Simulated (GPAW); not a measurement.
# Ballistic transport through benzene-1,4-diselenol between two Pt chains, cheap and dear

Wanted: the zero-bias transmission of benzene-1,4-diselenol between two Pt chains on a ladder of levels, with run times.

Method: GPAW LCAO, PAW setups; Landauer transmission from Green's functions with principal layers (ASE), zero bias, in GPAW 26.7.0.

## 1. Set-up

The cell holds 26 atoms: 14 Pt, 2 Se, 6 C and 4 H. Its edges and angles: a = 10.803 Å, b = 10.023 Å, c = 41.389 Å, α = 90.0°, β = 90.0°, γ = 90.0°. Regions: left lead, 7 atoms (7 Pt); channel, 12 atoms (2 Se, 6 C and 4 H); right lead, 7 atoms (7 Pt). Vacuum lies along a and b. The structure is stacked along c, and the current runs across the ab planes.

## 2. Double-zeta polarised basis

Localised orbitals split the wire into layers that couple to their neighbours alone, which is what the Green's function method needs; double zeta with polarisation is the usual level for numbers.

File run.py:

```python
import json
import numpy as np
from ase import Atoms
from ase.transport.calculators import TransportCalculator
from gpaw import GPAW, FermiDirac
from gpaw.lcao.tools import get_lcao_hamiltonian
from scipy.linalg import eigh

# The junction with lead layers at both ends, along the third cell vector
device = Atoms(
    ['Pt', 'Pt', 'Pt', 'Pt', 'Pt', 'Pt', 'Pt', 'Se', 'C', 'H', 'H', 'C', 'C', 'C', 'C', 'H', 'H', 'C', 'Se', 'Pt', 'Pt', 'Pt', 'Pt', 'Pt', 'Pt', 'Pt'],
    positions=[
        [5.40150, 5.01166, 1.20000],
        [5.40150, 5.01166, 3.60000],
        [5.40150, 5.01166, 6.00000],
        [5.40150, 5.01166, 8.40000],
        [5.40150, 5.01166, 10.80000],
        [5.40150, 5.01166, 13.20000],
        [5.40150, 5.01166, 15.60000],
        [5.40150, 3.25144, 17.37528],
        [5.40150, 3.25000, 19.29429],
        [3.25000, 3.25068, 19.45805],
        [7.55301, 3.25068, 19.45805],
        [4.18982, 3.25009, 19.99510],
        [6.61319, 3.25008, 19.99510],
        [4.18982, 3.25009, 21.39378],
        [6.61319, 3.25009, 21.39378],
        [3.25000, 3.25068, 21.93082],
        [7.55301, 3.25068, 21.93082],
        [5.40150, 3.25000, 22.09459],
        [5.40150, 3.25144, 24.01360],
        [5.40150, 5.01166, 25.78888],
        [5.40150, 5.01166, 28.18888],
        [5.40150, 5.01166, 30.58888],
        [5.40150, 5.01166, 32.98888],
        [5.40150, 5.01166, 35.38888],
        [5.40150, 5.01166, 37.78888],
        [5.40150, 5.01166, 40.18888]],
    cell=[[10.80301, 0.0, 0.0], [0.0, 10.02332, 0.0], [0.0, 0.0, 41.38888]],
    pbc=True)

# One principal layer of the lead: the first 5 atoms of the device
lead = Atoms(
    ['Pt', 'Pt', 'Pt', 'Pt', 'Pt'],
    positions=[
        [5.40150, 5.01166, 1.20000],
        [5.40150, 5.01166, 3.60000],
        [5.40150, 5.01166, 6.00000],
        [5.40150, 5.01166, 8.40000],
        [5.40150, 5.01166, 10.80000]],
    cell=[[10.80301, 0.0, 0.0], [0.0, 10.02332, 0.0], [0.0, 0.0, 12.0]],
    pbc=True)

settings = dict(mode='lcao', basis='dzp', xc='PBE', h=0.2,
                occupations=FermiDirac(0.1), maxiter=250,
                mixer=dict(beta=0.1, nmaxold=8, weight=100.0),
                convergence=dict(density=0.0001))
energies = np.arange(-2, 2 + 1e-9, 0.05)
eta = 0.0001
n1, n2 = 1, 1
# k and -k transmit alike, so half of the mesh across the current serves
mesh = [(i, j) for i in range(n1) for j in range(n2) if (i, j) <= (-i % n1, -j % n2)]
weights = np.array([1 if (i, j) == (-i % n1, -j % n2) else 2 for i, j in mesh]) / (n1 * n2)

# [... helper functions left out ...]
fermi_lead = ground_state(lead, (1, 1, 10), 'lead.txt')
fermi_device = ground_state(device, (1, 1, 2), 'device.txt')
# [... loop over the mesh left out, but for ...]
        # Shift the lead onto the potential of the device's first layer
        shift = ((H[:, 0, 0] - H0[:, 0, 0]) / S0[0, 0]).real.mean()
# [...]
kT = 8.617333e-5 * 300
bias = [0.1, 0.2, 0.5, 1.0, 1.5, 2.0]
# [... integrals and printing left out ...]
```

Launch:

```bash
$ OMP_NUM_THREADS=1 OPENBLAS_NUM_THREADS=1 python run.py
```

The program printed:

```text
basis functions: device 502, principal layer 135
Fermi level: lead -4.8739 eV, device -4.6197 eV; lead shifted by 0.0016 eV
largest coupling past the next layer 8.09e-06 eV, largest misfit of the first layer 0.225 eV
  E-E_F (eV)   T (one spin)  [channel counts left out]
    -2.000    5.0643e-01
    -1.950    5.3598e-01
    -1.900    5.6656e-01
    -1.850    5.9759e-01
    -1.800    6.4787e-01
    -1.750    6.6980e-01
    -1.700    7.0534e-01
    -1.650    7.4193e-01
    -1.600    7.7653e-01
    -1.550    8.1230e-01
    -1.500    8.5390e-01
    -1.450    8.8054e-01
    -1.400    8.9917e-01
    -1.350    9.1430e-01
    -1.300    9.2833e-01
    -1.250    9.4072e-01
[...]
1.650    3.6869e-02
     1.700    3.6027e-02
     1.750    3.5333e-02
     1.800    3.4778e-02
     1.850    3.4355e-02
     1.900    3.4057e-02
     1.950    3.3881e-02
     2.000    3.3826e-02
conductance at 300 K: 0.37182 G0 a cell; thermopower 24.64 uV/K
current from the zero-bias T(E) at 0.1 V: 2.9071 uA
current from the zero-bias T(E) at 0.2 V: 5.9734 uA
current from the zero-bias T(E) at 0.5 V: 16.383 uA
current from the zero-bias T(E) at 1.0 V: 30.195 uA
current from the zero-bias T(E) at 1.5 V: 47.693 uA
current from the zero-bias T(E) at 2.0 V: 68.28 uA
```

It took 4 min on 1 thread of Arm Neoverse V1, shared host; peak memory 2 GiB.

This step gave:

```
conductance                                    : 0.3718 G₀
thermopower                                    : 24.64 μV/K
largest coupling past the next principal layer : 8.09e-6 eV
largest misfit of the first principal layer    : 0.2250 eV
shift that aligns the lead                     : 0.001642 eV
basis functions of the junction                : 502
basis functions of a principal layer           : 135
transmission at the Fermi level (one spin)     : 0.3624
```

One spin. Transmission, zone mean against energy, zero at the Fermi level:

```tsv
energy (eV)	transmission, zone mean
-2.000	0.506
-1.800	0.648
-1.600	0.777
-1.400	0.899
-1.200	0.974
-1.000	1.01
-0.800	0.921
-0.600	0.725
-0.400	0.511
-0.200	0.831
0.000	0.362
0.200	0.219
0.400	0.160
0.600	0.152
0.800	0.126
1.000	0.0756
1.200	0.0548
1.400	0.0439
1.600	0.0379
1.800	0.0348
2.000	0.0338
```

Not self-consistent under bias; the bias window is split evenly. Table of current through one cell, from the zero-bias transmission by bias:

```tsv
bias (V)	current through one cell, from the zero-bias transmission (μA)
0.100	2.91
0.200	5.97
0.500	16.4
1.000	30.2
1.500	47.7
2.000	68.3
```

The transmission of the three most open eigenchannels by energy, zero at the Fermi level:

```tsv
energy (eV)	channel 1	channel 2	channel 3
-2.000	0.501	0.00391	0.00134
-1.800	0.616	0.0304	0.00106
-1.600	0.726	0.0498	7.9e-4
-1.400	0.862	0.0337	0.00362
-1.200	0.951	0.0162	0.00694
-1.000	0.971	0.0304	0.00442
-0.800	0.893	0.0206	0.00737
-0.600	0.698	0.0161	0.0106
-0.400	0.493	0.0116	0.00650
-0.200	0.456	0.373	0.00225
0.000	0.281	0.0795	0.00151
0.200	0.198	0.0199	3.6e-4
0.400	0.154	0.00621	7.2e-8
0.600	0.151	0.00166	2.8e-8
0.800	0.126	0	0
1.000	0.0756	0	0
1.200	0.0548	0	0
1.400	0.0439	0	0
1.600	0.0379	0	0
1.800	0.0348	0	0
2.000	0.0338	0	0
```

Couplings past the next layer reach 8.1e-6 eV, small enough to drop; the matrix elements of the cell's first layer differ from the bulk lead's by up to 0.23 eV. That layer keeps its own values in the calculation, and only beyond it is the lead taken as perfect. The Fermi levels of lead and junction count from different zeros of potential, one for each periodic cell; with both set to zero, the small remaining shift is what aligns them. Without spin-orbit coupling, which is large for these atoms, channel counts and T are those of the scalar-relativistic bands. By hand: G = 0.3718 × 77.48 μS = 28.8 μS, a resistance of 34.7 kΩ; at 0.1 V a linear junction would pass 2.88 μA, and the integral over the bias window gives 2.91 μA. Mott's formula, S = -(π²/3)(k_B²T/e) d ln T/dE, has the prefactor 7.33 μV/K·eV at 300 K; T = 0.4293 at -0.05 eV and 0.3138 at 0.05 eV give a slope of -3.13 per eV and S = 23.0 μV/K, beside 24.6 μV/K from the thermal integral, which interpolates the same grid.

## 3. GPAW, szp: basis = "szp(dzp)"

The second zeta is dropped, the polarisation orbitals stay.

run.py, as its differences from that of step 2:

```diff
@@ -53,3 +53,3 @@
 
-settings = dict(mode='lcao', basis='dzp', xc='PBE', h=0.2,
+settings = dict(mode='lcao', basis='szp(dzp)', xc='PBE', h=0.2,
                 occupations=FermiDirac(0.1), maxiter=250,
```

The program printed:

```text
basis functions: device 298, principal layer 75
Fermi level: lead -5.0012 eV, device -4.8617 eV; lead shifted by 0.0017 eV
largest coupling past the next layer 8.13e-06 eV, largest misfit of the first layer 0.233 eV
  E-E_F (eV)   T (one spin)  channels
    -2.000    3.7715e-01    3.0000
    -1.950    4.0309e-01    3.0000
    -1.900    4.3061e-01    3.0000
    -1.850    4.5987e-01    3.0000
    -1.800    4.9106e-01    3.0000
    -1.750    5.2434e-01    3.0000
    -1.700    5.5967e-01    3.0000
    -1.650    5.9647e-01    3.0000
    -1.600    6.3306e-01    3.0000
    -1.550    6.6676e-01    3.0000
    -1.500    6.9536e-01    3.0000
    -1.450    7.2391e-01    4.0000
    -1.400    7.5551e-01    4.0000
    -1.350    7.7597e-01    4.0000
    -1.300    7.9421e-01    4.0000
    -1.250    8.1139e-01    4.0000
[...]
1.650    5.1547e-02    1.0000
     1.700    5.1641e-02    1.0000
     1.750    5.1978e-02    1.0000
     1.800    5.2567e-02    1.0000
     1.850    5.3420e-02    1.0000
     1.900    5.4559e-02    1.0000
     1.950    5.6011e-02    1.0000
     2.000    5.7811e-02    1.0000
conductance at 300 K: 0.34622 G0 a cell; thermopower 22.64 uV/K
current from the zero-bias T(E) at 0.1 V: 2.7073 uA
current from the zero-bias T(E) at 0.2 V: 5.5618 uA
current from the zero-bias T(E) at 0.5 V: 15.021 uA
current from the zero-bias T(E) at 1.0 V: 26.41 uA
current from the zero-bias T(E) at 1.5 V: 39.707 uA
current from the zero-bias T(E) at 2.0 V: 55.493 uA
```

It took 2.6 min on 1 thread; peak memory 2 GiB.

This step gave:

```yaml
conductance: 0.3462 G₀
thermopower: 22.64 μV/K
largest_coupling_past_the_next_principal_layer: 8.13e-6 eV
largest_misfit_of_the_first_principal_layer: 0.2326 eV
shift_that_aligns_the_lead: 0.001650 eV
basis_functions_of_the_junction: 298
basis_functions_of_a_principal_layer: 75
transmission_at_the_fermi_level_one_spin: 0.3370
open_channels_of_the_lead_at_the_fermi_level_one_spin: 4
```

One spin. Transmission, zone mean against energy, zero at the Fermi level:

```tsv
energy (eV)	transmission, zone mean
-2.000	0.377
-1.800	0.491
-1.600	0.633
-1.400	0.756
-1.200	0.834
-1.150	0.840
-1.000	0.802
-0.800	0.654
-0.600	0.483
-0.400	0.367
-0.200	0.720
0.000	0.337
0.200	0.224
0.400	0.183
0.600	0.189
0.800	0.119
1.000	0.0797
1.200	0.0629
1.400	0.0548
1.600	0.0517
1.800	0.0526
2.000	0.0578
```

Crossings of the lead's bands, unfolded to its shortest repeat. Open channels, zone mean against energy, zero at the Fermi level:

energy (eV), open channels, zone mean and a bar from the least value:
```
    -2.00       3.00 ############
    -1.90       3.00 ############
    -1.80       3.00 ############
    -1.70       3.00 ############
    -1.55       3.00 ############
    -1.45       4.00 ##################
    -1.35       4.00 ##################
    -1.25       4.00 ##################
    -1.15       6.00 ##############################
    -1.05       6.00 ##############################
    -0.90       6.00 ##############################
    -0.80       6.00 ##############################
    -0.70       6.00 ##############################
    -0.60       6.00 ##############################
    -0.50       6.00 ##############################
    -0.40       6.00 ##############################
    -0.25       4.00 ##################
    -0.15       4.00 ##################
    -0.05       4.00 ##################
     0.00       4.00 ##################
     0.05       4.00 ##################
     0.15       4.00 ##################
     0.25       4.00 ##################
     0.40       3.00 ############
     0.50       3.00 ############
     0.60       3.00 ############
     0.70       1.00 
     0.80       1.00 
     0.90       1.00 
     1.05       1.00 
     1.15       1.00 
     1.25       1.00 
     1.35       1.00 
     1.45       1.00 
     1.55       1.00 
     1.70       1.00 
     1.80       1.00 
     1.90       1.00 
     2.00       1.00
```

Not self-consistent under bias; the bias window is split evenly. The current through one cell, from the zero-bias transmission by bias:

```tsv
bias (V)	current through one cell, from the zero-bias transmission (μA)
0.100	2.71
0.200	5.56
0.500	15.0
1.000	26.4
1.500	39.7
2.000	55.5
```

Transmission of the three most open eigenchannels against energy, zero at the Fermi level:

```tsv
energy (eV)	channel 1	channel 2	channel 3
-2.000	0.373	0.00350	4.4e-4
-1.800	0.478	0.0127	4.0e-4
-1.600	0.593	0.0396	4.0e-4
-1.400	0.728	0.0264	0.00134
-1.200	0.820	0.00691	0.00671
-1.000	0.785	0.0131	0.00372
-0.800	0.642	0.00671	0.00616
-0.600	0.466	0.0140	0.00375
-0.400	0.357	0.00837	0.00185
-0.200	0.430	0.289	8.7e-4
0.000	0.247	0.0894	6.1e-4
0.200	0.202	0.0220	1.4e-4
0.400	0.177	0.00631	6.8e-8
0.600	0.188	0.00121	5.9e-8
0.800	0.119	0	0
1.000	0.0797	0	0
1.200	0.0629	0	0
1.400	0.0548	0	0
1.600	0.0517	0	0
1.800	0.0526	0	0
2.000	0.0578	0	0
```

The conductance, 0.346 G₀, lies 6.9 % below that of the dzp run.

## 4. Minimal basis

The minimal basis is the cheapest rung: no second zeta and no polarisation.

run.py, as its differences from that of step 3:

```diff
@@ -53,3 +53,3 @@
 
-settings = dict(mode='lcao', basis='szp(dzp)', xc='PBE', h=0.2,
+settings = dict(mode='lcao', basis='sz(dzp)', xc='PBE', h=0.2,
                 occupations=FermiDirac(0.1), maxiter=250,
```

The program printed:

```text
basis functions: device 204, principal layer 60
Fermi level: lead -5.0221 eV, device -4.9156 eV; lead shifted by 0.0030 eV
largest coupling past the next layer 8.11e-06 eV, largest misfit of the first layer 0.088 eV
  E-E_F (eV)   T (one spin)  [channel counts left out]
    -2.000    3.2593e-01
    -1.950    3.5409e-01
    -1.900    3.8423e-01
[...]
1.950    4.0645e-02
     2.000    4.1966e-02
conductance at 300 K: 0.30138 G0 a cell; thermopower 23.6 uV/K
current from the zero-bias T(E) at 0.1 V: 2.3574 uA
current from the zero-bias T(E) at 0.2 V: 4.8445 uA
current from the zero-bias T(E) at 0.5 V: 12.777 uA
current from the zero-bias T(E) at 1.0 V: 22.399 uA
current from the zero-bias T(E) at 1.5 V: 34.074 uA
current from the zero-bias T(E) at 2.0 V: 48.428 uA
```

Run time: 2 min. Hardware: 1 thread; peak memory 1.9 GiB.

This step gave:

```
conductance                                    : 0.3014 G₀
thermopower                                    : 23.60 μV/K
largest coupling past the next principal layer : 8.11e-6 eV
largest misfit of the first principal layer    : 0.08842 eV
shift that aligns the lead                     : 0.003010 eV
basis functions of the junction                : 204
basis functions of a principal layer           : 60
transmission at the Fermi level (one spin)     : 0.2930
```

One spin. Table of transmission, zone mean by energy, zero at the Fermi level:

```tsv
energy (eV)	transmission, zone mean
-2.000	0.326
-1.800	0.451
-1.600	0.598
-1.400	0.715
-1.200	0.784
-1.150	0.789
-1.000	0.756
-0.800	0.605
-0.600	0.438
-0.400	0.323
-0.200	0.596
0.000	0.293
0.200	0.189
0.400	0.151
0.600	0.155
0.800	0.0872
1.000	0.0587
1.200	0.0462
1.400	0.0401
1.600	0.0376
1.800	0.0382
2.000	0.0420
```

The conductance, 0.301 G₀, lies 19 % below that of the dzp run.

## 5. LDA in the dzp basis: xc = "LDA"

Back in the dzp basis, the functional changes from PBE to LDA, to set the spread between functionals beside that between bases.

run.py, as its differences from that of step 4:

```diff
@@ -53,3 +53,3 @@
 
-settings = dict(mode='lcao', basis='sz(dzp)', xc='PBE', h=0.2,
+settings = dict(mode='lcao', basis='dzp', xc='LDA', h=0.2,
                 occupations=FermiDirac(0.1), maxiter=250,
```

The program printed:

```text
basis functions: device 502, principal layer 135
Fermi level: lead -5.1955 eV, device -4.9144 eV; lead shifted by 0.0004 eV
largest coupling past the next layer 8.32e-06 eV, largest misfit of the first layer 0.233 eV
  E-E_F (eV)   T (one spin)  channels
    -2.000    4.8929e-01    3.0000
    -1.950    5.1956e-01    3.0000
    -1.900    5.5082e-01    3.0000
[...]
1.950    3.4163e-02    1.0000
     2.000    3.4117e-02    1.0000
conductance at 300 K: 0.40508 G0 a cell; thermopower 26.04 uV/K
current from the zero-bias T(E) at 0.1 V: 3.1715 uA
current from the zero-bias T(E) at 0.2 V: 6.5377 uA
current from the zero-bias T(E) at 0.5 V: 17.434 uA
current from the zero-bias T(E) at 1.0 V: 31.352 uA
current from the zero-bias T(E) at 1.5 V: 49.058 uA
current from the zero-bias T(E) at 2.0 V: 69.681 uA
```

The job ended after 3.3 min (1 thread; peak memory 2 GiB).

This step gave:

```yaml
conductance: 0.4051 G₀
largest_coupling_past_the_next_principal_layer: 8.32e-6 eV
largest_misfit_of_the_first_principal_layer: 0.2326 eV
shift_that_aligns_the_lead: 3.77e-4 eV
basis_functions_of_the_junction: 502
basis_functions_of_a_principal_layer: 135
transmission_at_the_fermi_level_one_spin: 0.3931
```

The conductance, 0.405 G₀, lies 8.9 % above that of the dzp run.

## 6. The ladder

Times are for 1 thread of Arm Neoverse V1, shared host. The series side by side:

```tsv
no.	run	conductance (G₀)	time	memory (GiB)
1	dzp	0.3718	4 min	2.0
2	szp	0.3462	2.6 min	2.0
3	sz	0.3014	2 min	1.9
4	dzp LDA	0.4051	3.3 min	2.0
```

## 7. The levels side by side

The curves are compared point by point over the common energies.

This step: comparison of transmission and cost over codes and levels (GPAW 26.7.0).

Ladder, by row:

```tsv
step	code	T at the Fermi level (sum over the listed spins)	conductance (G0)	r.m.s. T(E) from the first	wall time (s)	peak memory (GiB)	threads
dzp	GPAW	0.3624	0.3718	0	242	2.05	1
szp	GPAW	0.337	0.3462	0.1217	158.4	1.97	1
sz	GPAW	0.293	0.3014	0.1553	119.4	1.9	1
dzp-LDA	GPAW	0.3931	0.4051	0.03102	197.4	2.05	1
```

Transmission, zone mean, sum over the listed spins against energy, zero at the Fermi level:

```tsv
energy (eV)	dzp	szp	sz	dzp-LDA
-2.000	0.506	0.377	0.326	0.489
-1.800	0.648	0.491	0.451	0.817
-1.600	0.777	0.633	0.598	0.758
-1.400	0.899	0.756	0.715	0.894
-1.200	0.974	0.834	0.784	0.969
-1.150	0.986	0.840	0.789	0.984
-1.000	1.01	0.802	0.756	1.00
-0.800	0.921	0.654	0.605	0.923
-0.600	0.725	0.483	0.438	0.730
-0.400	0.511	0.367	0.323	0.523
-0.200	0.831	0.720	0.596	0.879
0.000	0.362	0.337	0.293	0.393
0.200	0.219	0.224	0.189	0.235
0.400	0.160	0.183	0.151	0.169
0.600	0.152	0.189	0.155	0.159
0.800	0.126	0.119	0.0872	0.126
1.000	0.0756	0.0797	0.0587	0.0761
1.200	0.0548	0.0629	0.0462	0.0552
1.400	0.0439	0.0548	0.0401	0.0442
1.600	0.0379	0.0517	0.0376	0.0381
1.800	0.0348	0.0526	0.0382	0.0350
2.000	0.0338	0.0578	0.0420	0.0341
```

(Part 1 of 2 ends here.)

[Logs are printed without paths, hosts, clocks, repeated set-up lines and the standing remarks that a program may print on its own settings, such as how far it seeks lower states.]

[Hosts, paths, dates, database ids (printed as entryN), source tags and the programs' standing remarks are cut or masked in the printed files.]
